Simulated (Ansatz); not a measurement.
# (Si)2(Ge)1 [001] superlattice, started as zinc blende: the cell at rest

Task: relax (Si)2(Ge)1 [001] superlattice, started as zinc blende tightly.

Main program and level: Ansatz 0.2.0; DFT PBEsol, scalar-relativistic, plane waves, PAW.

Report form: the programs' logs are mostly left out.

The structure was built from a prototype and need not be the compound's stable phase.

### Step 1. Set-up

It takes space group Imma (No. 74, orthorhombic). The conventional cell has a = 3.894 Å, b = 3.894 Å, c = 16.520 Å, α = 90.00°, β = 90.00°, γ = 90.00°. Nearest to Ge lie 2 Ge at 2.38 Å and 2 Si at 2.38 Å. Si has 2 Ge at 2.38 Å and 2 Si at 2.38 Å nearest. Nearest to Si lie 4 Si at 2.38 Å. Farther neighbours are not listed.

### Step 2. Probe on a coarse mesh

First a cheap look: the gap decides the mesh and the occupations, the pressure tells how far the cell has to move.

The input, input.yaml:

```yaml
crystal:
  lattice:
    - [2.75333, 2.75333, 0.0]
    - [-2.75333, 2.75333, 0.0]
    - [2.75333, 0.0, 8.26]
  atoms:
    - { symbol: Ge, position: [0.666667, 0.333333, 0.666667] }
    - { symbol: Ge, position: [0.083333, 0.416667, 0.833333] }
    - { symbol: Si, position: [0.0, 0.0, 0.0] }
    - { symbol: Si, position: [0.416667, 0.083333, 0.166667] }
    - { symbol: Si, position: [0.333333, 0.666667, 0.333333] }
    - { symbol: Si, position: [0.75, 0.75, 0.5] }
kpoints:
  mp_grid: { grid: [6, 6, 6] }
hamiltonian:
  xc: pbesol
scf:
  occupations: { method: gaussian, width: 0.1 }
output:
  forces: true
  stress: true
  eigenvalues: true
```

The run is started by

```console
$ ansatz run input.yaml --threads 4 --pin off --max-ram 14336MiB --backend cpu --events-out ev --progress --plain --runs-dir out
```

It took 2.7 s on 4 threads of Arm Neoverse V2, shared host; peak memory 0.48 GiB; 8.8 s of CPU time.

Numbers from this step:

| Property | Result |
| --- | --- |
| pressure | 0.03555 GPa |
| volume per atom | 20.87 Å³ |
| gap on the k-mesh | 0.4638 eV |
| direct gap on mesh | 0.5247 eV |

The coarse mesh shows a gap of 0.46 eV and a pressure of 0.0 GPa.

### Step 3. Bringing the structure to rest

The cell and atoms are relaxed, since residual forces and stress would shift the frequencies.

input.yaml, the sections that differ from step 2:

```yaml
kpoints:
  mp_grid: { grid: [8, 8, 8] }
scf:
  occupations: { method: gaussian, width: 0.02 }
relax:
  adjacent_minimum: "off"
  f_tol: 0.005
  max_steps: 80
  cell: { stress_tol: 0.05 }
# crystal, hamiltonian, output: as in step 2
```

Wall time 22 s (4 threads); peak memory 0.61 GiB.

Step by step:

| step | energy less that of the first step (eV) | largest force component (eV/Å) | pressure (GPa) | volume (Å³) |
| --- | --- | --- | --- | --- |
| 1 | 0.0000 | 0.5312 | 0.03 | 125.24 |
| 2 | -0.0438 | 0.0827 | -0.05 | 125.27 |
| 3 | -0.0449 | 0.0142 | -0.02 | 125.22 |
| 4 | -0.0449 | 0.0013 | -0.01 | 125.20 |
| 5* | -0.0449 | 0.0013 | -0.01 | 125.20 |

Relaxation steps marked * repeat the geometry before them on a plane-wave basis chosen anew for their cell, so energy and pressure can jump there.

The run keeps the 8 symmetry operations that it works with, so distortions that break them were not tested.

| conventional cell, symmetrised | before | after | change |
| --- | --- | --- | --- |
| a (Å) | 3.894 | 3.893 | -0.0 % |
| b (Å) | 3.894 | 3.896 | +0.1 % |
| c (Å) | 16.520 | 16.510 | -0.1 % |
| volume (Å³/atom) | 20.87 | 20.87 | -0.0 % |

The atoms that moved most (Å, as changes of fractional coordinates times the final cell):

| atom | dx | dy | dz | length |
| --- | --- | --- | --- | --- |
| Si6 | 0.000 | 0.000 | -0.052 | 0.052 |
| Si3 | 0.000 | 0.000 | 0.052 | 0.052 |
| Ge2 | 0.000 | 0.000 | 0.040 | 0.040 |
| Ge1 | 0.000 | 0.000 | -0.040 | 0.040 |
| Si5 | 0.000 | 0.000 | -0.016 | 0.016 |
| Si4 | 0.000 | 0.000 | 0.016 | 0.016 |

Final coordinates:

```xyz
6
Lattice="2.7527 2.7527 0.0000 -2.7548 2.7548 0.0000 2.7537 -0.0010 8.2551" Properties=species:S:1:pos:R:3 pbc="T T T"
Ge    2.7527    2.7527    5.4638
Ge    1.3763    1.3763    6.9190
Si    0.0000    0.0000    0.0522
Si    1.3763    1.3763    1.3914
Si   -0.0010    2.7537    2.7362
Si    1.3753    4.1301    4.0754
```

Numbers from this step:

```
pressure           : -0.006158 GPa
gap on the k-mesh  : 0.3706 eV
direct gap on mesh : 0.4244 eV
```

In this step the volume went from 20.87 to 20.87 Å³/atom.

### Step 4. Relaxing to small forces for the phonons

Phonons need a cell at rest on their own settings, so the relaxation is repeated with tight tolerances on forces and stress on the k mesh and occupations of the first response run.

The input, input.yaml:

```yaml
crystal:
  lattice:
    - [2.7526894959, 2.7526894959, 0.0]
    - [-2.7547701196, 2.7547701196, 0.0]
    - [2.7537298078, -0.0010403119, 8.2551346453]
  atoms:
    - { symbol: Ge, position: [0.6690695896, 0.3309304104, 0.6618608209] }
    - { symbol: Ge, position: [0.0809304104, 0.4190695896, 0.8381391791] }
    - { symbol: Si, position: [-0.0031594183, 0.0031594183, 0.0063188366] }
    - { symbol: Si, position: [0.4157261545, 0.0842738455, 0.168547691] }
    - { symbol: Si, position: [0.3342738455, 0.6657261545, 0.331452309] }
    - { symbol: Si, position: [0.7531594183, 0.7468405817, 0.4936811634] }
kpoints:
  mp_grid: { grid: [8, 8, 8] }
hamiltonian:
  xc: pbesol
scf:
  occupations: { method: fixed }
output:
  forces: true
  stress: true
  eigenvalues: true
relax:
  adjacent_minimum: "off"
  f_tol: 0.001
  max_steps: 60
  cell: { stress_tol: 0.01 }
```

Wall time 18 s (4 threads); peak memory 0.6 GiB.

Little changed from the start: no atom moved by 0.005 Å and no cell edge by 0.1 %.

This step gave:

- pressure: -4.68e-4 GPa
- gap on the k-mesh: 0.3694 eV
- volume per atom: 20.86 Å³
- direct gap on mesh: 0.4234 eV

The largest force component left is 0.33 meV/Å and the pressure is 0.000 GPa, within the tolerances set. The cell now holds 20.86 Å³/atom.

### Step 5. Summary of results

```
space group after relaxation (within 0.01 Å) : Imma
lattice constant a                           : 3.893 Å
lattice constant b                           : 3.896 Å
lattice constant c                           : 16.509 Å
volume per atom                              : 20.9 Å³
gap on the k-mesh                            : 0.369 eV
```

**Reading.** The largest force component left is 0.33 meV/Å and the pressure is 0.000 GPa, within the tolerances set. The cell now holds 20.86 Å³/atom. The relaxation keeps the symmetry of its start, so it says nothing on stability against lower symmetry. The starting cell was built on a prototype and not taken from a measurement, so the phase need not exist.

[Logs are printed without paths, hosts, clocks, repeated set-up lines and the standing remarks that a program may print on its own settings, such as how far it seeks lower states.]

[Hosts, paths, dates, database ids (printed as entryN), source tags and the programs' standing remarks are cut or masked in the printed files.]
